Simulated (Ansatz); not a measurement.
# SrLiH3 (model cell, started as cubic perovskite with Sr in the octahedra): a soft mode frozen in, part 3 of 3

Aim: this structure of SrLiH3 (model cell, started as cubic perovskite with Sr in the octahedra) is to be tested for unstable modes, and one is followed downhill.

Ansatz 0.2.0; DFT PBEsol, scalar-relativistic, plane waves, PAW; PAW set soft_1.

So far. Step 5 (Energy along the mode, all amplitudes (two of the runs …): The energy still falls at the last step, so the rise lies beyond the steps tried. Step 7 (The new phase in its own primitive cell): The largest force component left is 0.051 meV/Å and the pressure is -0.002 GPa, within the tolerances set. The cell now holds 17.32 Å³/atom. The relaxed cell has a = 6.258, c = 8.844 Å (conventional setting).

The structure was built from a prototype and need not be the compound's stable phase.

**8. Modes of the new phase, k-mesh 6×6×6**

A relaxed structure may still be a saddle point, so its zone-centre modes are computed. The response to a homogeneous field gives the Born charges and the dielectric tensor.

File input.yaml:

```yaml
crystal:
  lattice:
    - [-3.1289495314, 3.1289495314, 4.421983462]
    - [3.1289495314, -3.1289495314, 4.421983462]
    - [3.1289495314, 3.1289495314, -4.421983462]
  atoms:
    - { symbol: Li, position: [0.75, 0.25, 0.5] }
    - { symbol: Li, position: [0.25, 0.75, 0.5] }
    - { symbol: Sr, position: [0.5, 0.5, 0.0] }
    - { symbol: Sr, position: [0.0, 0.0, 0.0] }
    - { symbol: H, position: [0.644286101, 0.855713899, 0.5] }
    - { symbol: H, position: [0.355713899, 0.144286101, 0.5] }
    - { symbol: H, position: [0.75, 0.75, 0.0] }
    - { symbol: H, position: [0.25, 0.25, 0.0] }
    - { symbol: H, position: [0.144286101, 0.644286101, 0.788572202] }
    - { symbol: H, position: [0.855713899, 0.355713899, 0.211427798] }
kpoints:
  mp_grid: { grid: [6, 6, 6] }
hamiltonian:
  xc: pbesol
  pseudopotentials: { kind: paw, azcp: { folder: soft_1 }, xc_functional: pbe }
scf:
  occupations: { method: fixed }
output:
  eigenvalues: true
phonons:
  method: dfpt
  dielectric: true
  rigid_motions: translations
```

The run is started by

```console
> ansatz run input.yaml --threads 8 --pin off --max-ram 16384MiB --backend cpu --events-out ev --progress --plain --runs-dir out
```

Standard output:

```text
[...]
Crystal: 10 atoms, lattice volume = 173.171 Å³
Basis set: ecut = 420 eV, 3383 PW (Γ), exchange–correlation on 96×96×96 points (8 copies of the dense FFT grid, shifted against one another)
Bands: 26, of which v1, the nominal top of the filled ones, is band 16 counted from 1 (15 counted from 0)
Symmetry: 16 space group operations
k-points: 112 of 216 (irreducible under 1 space group operation, time reversal used)
[...]
SCF iter   1: F=—  HF=-7487.782792 eV  |F-HF|=—  |Δ(HF+E_count)|=         —  Δρ=5.15e-2  dr2=6.27e0  ethr=3.10e-3  ⟨swp⟩=5.7  Hψ=13519  notcnv=0  defer=788
[...]
SCF iter  10: F=-7485.663666 eV  HF=-7485.663666 eV  |F-HF|=3.64e-12  |Δ(HF+E_count)|=  7.09e-11  Δρ=5.01e-8  dr2=2.52e-12  ethr=1.00e-12  ⟨swp⟩=20.8  Hψ=27613  notcnv=0
SCF 1 converged in 10 iterations: F = -7485.663666 eV  dr2 = 2.52e-12
[...]
NSCF: frozen V_eff on 4 k-points
DFPT response loops at Γ: preconditioner auto → Resta (q_TF=auto, 2.059 Å⁻¹)  ε∞=7.0 (no band partly filled); β = 1.00, the filter's whole step (`scf.mixing.beta` (0.50) is not read by the response loops at its default; to damp them type it under 1.00, their step now; it binds the ground state too); Broyden in place of MSR1
── the response to a field inside a basis, on 6×6×6 k-points: an SCF that follows is theirs, and a resumed run solves both again ──
Bands: 17, of which v1, the nominal top of the filled ones, is band 16 counted from 1 (15 counted from 0)
k-points: 28 of 216
[...]
Eigensolver: Dense (28 Hₖ)
SCF iter   1: F=—  HF=-7485.657969 eV  |F-HF|=—  |Δ(HF+E_count)|=         —  Δρ=9.65e-5  dr2=5.07e-6  ethr=1.00e-1
[...]
SCF iter   3: F=-7485.657973 eV  HF=-7485.657973 eV  |F-HF|=3.42e-8  |Δ(HF+E_count)|=   1.58e-6  Δρ=5.88e-6  dr2=9.33e-8  ethr=4.56e-9
SCF 1 converged in 3 iterations: F = -7485.657973 eV  dr2 = 9.33e-8
[...]
SCF converged after 10 iterations
Free energy (F): -7485.663666 eV
[...]
Internal energy: -7485.663666 eV  (E = F + TS)
E sigma→0 (E₀):  -7485.663666 eV
Fermi energy:    1.672262 eV
[...]
--- Band table (eV; the first three rows and the last of 112) ---
  k-point 0: bands = [... 12 lower, -0.0705, 1.2802, 1.6723, 1.6723, 3.4877, 3.4877, 4.3820, 6.0167, ... 6 higher]
  k-point 1: bands = [... 12 lower, -0.0449, 1.1179, 1.2866, 1.4108, 3.2915, 3.9675, 4.6920, 6.2613, ... 6 higher]
  k-point 2: bands = [... 12 lower, -0.0359, 0.6471, 0.8815, 0.8959, 3.0001, 5.1433, 5.2082, 5.6377, ... 6 higher]
  k-point 111: bands = [... 12 lower, -0.4493, 0.2929, 1.2206, 1.2206, 4.5263, 5.4704, 5.7991, 5.7991, ... 6 higher]
--- Phonons (Γ-DFPT): 8 representative perturbations + reference, on 112 of 216 k-points (Σ response iterations 26) ---
  k mesh reduced under 1 symmetry operation, with k and −k counted as one. Each operation leaves every solved perturbation unchanged. A smaller set is not considered because the run solves the response to a homogeneous field
  ASR residual: 1.556e-4 → 0.000e0 eV/Å²; symmetrization residual: 4.251e-7 eV/Å²
  ASR residual per site (eV/Å²): 1.06e-5 1.06e-5 1.56e-4 1.56e-4 1.01e-5 1.01e-5 1.87e-5 1.87e-5 1.01e-5 1.01e-5
  Γ frequencies (cm⁻¹): -649.30 -649.30 -507.10 -507.10 -443.89 -285.12 -285.12 -199.06 -175.26 0.00 0.00 0.00 110.31 110.31 174.35 191.21 191.21 298.10 345.10 345.10 481.65 481.65 759.71 829.94 1006.49 1023.88 1023.88 1067.60 1475.06 1526.64
  ε∞ (high-frequency dielectric tensor):
        3.840740     0.000000     0.000000
        0.000000     3.840740     0.000000
        0.000000     0.000000     3.991742
  softest optical mode at Γ: -649.30 cm⁻¹; the repairs (sum rule, projections) moved no ω² at Γ by more than (2.91 cm⁻¹)²
  Born effective charges Z* (e; rows j = field, columns β = displacement):
    site 0:
         1.17231   -0.00000    0.00000
        -0.00000    1.17231    0.00000
        -0.00000    0.00000    1.51862
    site 1:
         1.17231   -0.00000    0.00000
        -0.00000    1.17231    0.00000
        -0.00000   -0.00000    1.51862
    site 2:
         1.93415   -0.01986    0.00000
         0.01986    1.93415   -0.00000
         0.00000   -0.00000    1.51771
    site 3:
         1.93415    0.01986   -0.00000
        -0.01986    1.93415    0.00000
        -0.00000   -0.00000    1.51771
    site 4:
        -1.01134   -0.02148    0.00000
        -0.02148   -1.01134   -0.00000
        -0.00000   -0.00000   -1.05415
    site 5:
        -1.01134   -0.02148    0.00000
        -0.02148   -1.01134    0.00000
        -0.00000   -0.00000   -1.05415
    site 6:
        -1.08378    0.00000    0.00000
        -0.00000   -1.08378   -0.00000
        -0.00000   -0.00000   -0.92802
    site 7:
        -1.08378    0.00000    0.00000
        -0.00000   -1.08378    0.00000
        -0.00000    0.00000   -0.92802
    site 8:
        -1.01134    0.02148    0.00000
         0.02148   -1.01134   -0.00000
        -0.00000   -0.00000   -1.05415
    site 9:
        -1.01134    0.02148    0.00000
         0.02148   -1.01134    0.00000
        -0.00000   -0.00000   -1.05415
  Z* charge neutrality: 2.678e-3 e pre-enforcement
  solved inside a basis spanned on kpoints, on 6×6×6 k-points, its susceptibility summed on 8×8×8: ε∞ is read to err by 1.3e-2, Z* by 1.1e-2 e (field_mesh: kpoints solves on kpoints); Z* is corrected for what the basis lacks
  optical modes at Γ without the LO–TO term, one row a degenerate level:
      ω (cm⁻¹)  modes    IR ((D/Å)²/amu)
       -649.30      2             0.0000
       -507.10      2           131.4785
       -443.89      1           103.9556
       -285.12      2             0.0000
       -199.06      1             0.0000
       -175.26      1             0.0000
        110.31      2             2.6041
[...]
optical modes at Γ + LO–TO along q̂ = [1.0000, 0.0000, 0.0000]:
      ω (cm⁻¹)  modes    IR ((D/Å)²/amu)
[...]
optical modes at Γ + LO–TO along q̂ = [0.0000, 1.0000, 0.0000]:
      ω (cm⁻¹)  modes    IR ((D/Å)²/amu)
[...]
optical modes at Γ + LO–TO along q̂ = [0.0000, 0.0000, 1.0000]:
      ω (cm⁻¹)  modes    IR ((D/Å)²/amu)
[...]
174.35      1             0.0000
        191.21      2             5.2575
        345.10      2            96.8863
        481.65      2             0.0000
        489.19      1            83.5744
        759.71      1             0.0000
        829.94      1             0.0000
       1006.49      1             0.0000
       1023.88      2            80.8841
       1067.60      1             0.0000
       1520.95      1            51.9020
       1526.64      1             0.0000
```

Wall time 68 s (8 threads of Intel Xeon at 2.60GHz (Ice Lake), shared host); peak memory 2.1 GiB; 7.6 min of CPU time.

Read from the output:

- sum-rule residual before enforcement: 1.56e-4 eV/Å²
- miss of the charge sum rule: 0.002678 e
- estimated error of the dielectric tensor: 0.01341
- estimated error of the Born charges: 0.01132 e
- point group: 4/mmm
- highest optical mode at the zone centre (no LO-TO term): 1527 cm⁻¹
- lowest optical zone-centre mode: -649.3 cm⁻¹
- mean high-frequency dielectric constant: 3.891
- largest Born charge (third of the trace): 1.795 e
- top of the zone-centre spectrum with the field: 1527 cm⁻¹

Without the LO-TO term. Patterns of degenerate modes are one choice out of their space. Modes at Γ, with each element's share of the kinetic energy (negative means imaginary):

```
mode  frequency (cm⁻¹)  symmetry  Li %  Sr %  H %
   1            -649.3        Eg     0     0  100
   2            -649.3        Eg     0     0  100
   3            -507.1        Eu     9     0   91
   4            -507.1        Eu     9     0   91
   5            -443.9       A2u    43     0   57
   6            -285.1        Eg    71     0   29
   7            -285.1        Eg    71     0   29
   8            -199.1       B1u     0     0  100
   9            -175.3       B2g    99     0    1
  10               0.0  acoustic     7    90    3
  11               0.0  acoustic     7    90    3
  12               0.0  acoustic     7    90    3
  13             110.3        Eu     2    94    4
  14             110.3        Eu     2    94    4
  15             174.3       A1u     0   100    0
  16             191.2        Eu    79    10   11
  17             191.2        Eu    79    10   11
  18             298.1       A2u    50     9   41
  19             345.1        Eu     3     5   92
  20             345.1        Eu     3     5   92
  21             481.6        Eg    29     0   71
  22             481.6        Eg    29     0   71
  23             759.7       A1g     0     0  100
  24             829.9       B2g     1     0   99
  25            1006.5       B1g     0     0  100
  26            1023.9        Eu     0     1   99
  27            1023.9        Eu     0     1   99
  28            1067.6       A2g     0     0  100
  29            1475.1       A2u     0     1   99
  30            1526.6       A2g     0     0  100
```

Displacements in mode 2 (-649.3 cm⁻¹), the largest set to 1:
```
Li1  0.00 -0.01  0.00
Li2  0.00  0.01  0.00
Sr3  0.00  0.00  0.00
Sr4  0.00  0.00  0.00
H5   0.00  0.00 -0.87
H6   0.00  0.00  0.87
H7   0.04  1.00  0.00
H8  -0.04 -1.00  0.00
H9   0.00  0.00  0.80
H10  0.00  0.00 -0.80
```

Displacements in mode 7 (-285.1 cm⁻¹), the largest set to 1:
```
Li1  0.00  0.77  0.00
Li2  0.00 -0.77  0.00
Sr3  0.00  0.00  0.00
Sr4  0.00  0.00  0.00
H5   0.00  0.00  0.55
H6   0.00  0.00 -0.55
H7   0.00  1.00  0.00
H8   0.00 -1.00  0.00
H9   0.00  0.00 -0.55
H10  0.00  0.00  0.55
```

Optical modes at the zone centre, without and with the macroscopic field of the longitudinal modes; each column is sorted by frequency, so a row need not hold one and the same mode. Modes with and without the field, by row:

```
rank among optical modes  no field (cm⁻¹)  q along (1, 0, 0) (cm⁻¹)  q along (0, 0, 1) (cm⁻¹)
                       1           -649.3                    -649.3                    -649.3
                       2           -649.3                    -649.3                    -649.3
                       3           -507.1                    -507.1                    -507.1
                       4           -507.1                    -443.9                    -507.1
                       5           -443.9                      -373                    -285.1
                       6           -285.1                    -285.1                    -285.1
                       7           -285.1                    -285.1                    -199.1
                       8           -199.1                    -199.1                    -175.3
                       9           -175.3                    -175.3                      40.2
                      10            110.3                     110.3                     110.3
                      11            110.3                     118.6                     110.3
                      12            174.3                     174.3                     174.3
                      13            191.2                     191.2                     191.2
                      14            191.2                     200.8                     191.2
                      15            298.1                     298.1                     345.1
                      16            345.1                     345.1                     345.1
                      17            345.1                     481.6                     481.6
                      18            481.6                     481.6                     481.6
                      19            481.6                     566.4                     489.2
                      20            759.7                     759.7                     759.7
                      21            829.9                     829.9                     829.9
                      22             1006                      1006                      1006
                      23             1024                      1024                      1024
                      24             1024                      1068                      1024
                      25             1068                      1110                      1068
                      26             1475                      1475                      1521
                      27             1527                      1527                      1527
```

Born charge (rows field, columns displacement) (e), principal values of the symmetric part by kind of site:

```
atom  atoms with these values    low  middle   high   mean
 Li1                        2   1.17    1.17   1.52   1.29
 Sr3                        2   1.52    1.93   1.93   1.80
  H5                        4  -1.05   -1.03  -0.99  -1.03
  H7                        2  -1.08   -1.08  -0.93  -1.03
```

In full for Sr3:

```
 1.93 -0.02  0.00
 0.02  1.93  0.00
 0.00  0.00  1.52
```

High-frequency dielectric tensor:

```
3.84 0.00 0.00
0.00 3.84 0.00
0.00 0.00 3.99
```

Transverse modes; imaginary modes are left out. Infrared lines, with heights relative to the strongest:

```
position (cm⁻¹)  label  relative intensity
            110     Eu                 2.7
            174    A1u                 0.0
            191     Eu                 5.4
            298    A2u                  16
            345     Eu                 100
            482     Eg                 0.0
            760    A1g                 0.0
            830    B2g                 0.0
           1006    B1g                 0.0
           1024     Eu                  83
           1068    A2g                 0.0
           1475    A2u                  39
           1527    A2g                 0.0
```

Before it was imposed, the acoustic sum rule was missed by 1.6e-4 eV/Å² and the charge sum rule by 0.0027 e. Small misses are needed for a sound result but don't prove that mesh and cutoff are converged. The lowest optical mode is imaginary, 649.3i cm⁻¹, so the energy falls along it.

**9. Outcome**

```json
{
  "unstable mode of the parent": "q = (-0.5, -0.5, -0.5), 560i cm⁻¹",
  "depth at the lowest point sampled": "59.6 meV/atom",
  "largest atomic shift at that point": "0.6 Å",
  "space group reached": "I4/mcm",
  "energy gained over the parent (first relaxation, on the mesh of the frozen mode)": "99.1 meV/atom",
  "volume per atom, phase reached": "17.3 Å³",
  "gap on the k-mesh, phase reached": "1.21 eV",
  "lowest optical zone-centre mode, phase reached": "-649 cm⁻¹",
  "highest optical mode at the zone centre (no LO-TO term), phase reached": "1527 cm⁻¹"
}
```

**Reading.** Along this mode the structure falls into I4/mcm, 99.1 meV/atom below the parent. At the parent's cell the well is 59.59 meV/atom deep on the steps tried, with its lowest point at a shift of 0.6 Å. That is the last step tried, so the steps alone don't bracket the bottom of the well. Relaxing atoms and cell changes the gain by +39.55 meV/atom against the lowest step (energies at zero smearing). The new phase still has an imaginary mode at the zone centre of its cell, so it is a saddle point on the way to a lower structure. Of the 4 patterns followed from this parent, this one ends 213 meV/atom above the lowest, R-3c. Differences under 1.0 meV/atom are within the error of comparing unlike cells and meshes, so the order among close phases is not settled. Each path keeps the symmetry of its pattern, so a lower phase may lie along a pattern not tried. The volume moved by more than a tenth on the k mesh of the start, so the energy gain is rough. The PAW files were made for PBE and serve the other functionals too. The starting cell was built on a prototype and not taken from a measurement, so the phase need not exist.

[Long decimals in the printed logs are rounded to 6 places.]

[Logs are printed without paths, hosts, clocks, repeated set-up lines and the standing remarks that a program may print on its own settings, such as how far it seeks lower states.]

[Hosts, paths, dates, database ids (printed as entryN), source tags and the programs' standing remarks are cut or masked in the printed files.]

[Where the starting crystal was built by hand or by swapping elements, it need not be the compound's stable phase.]
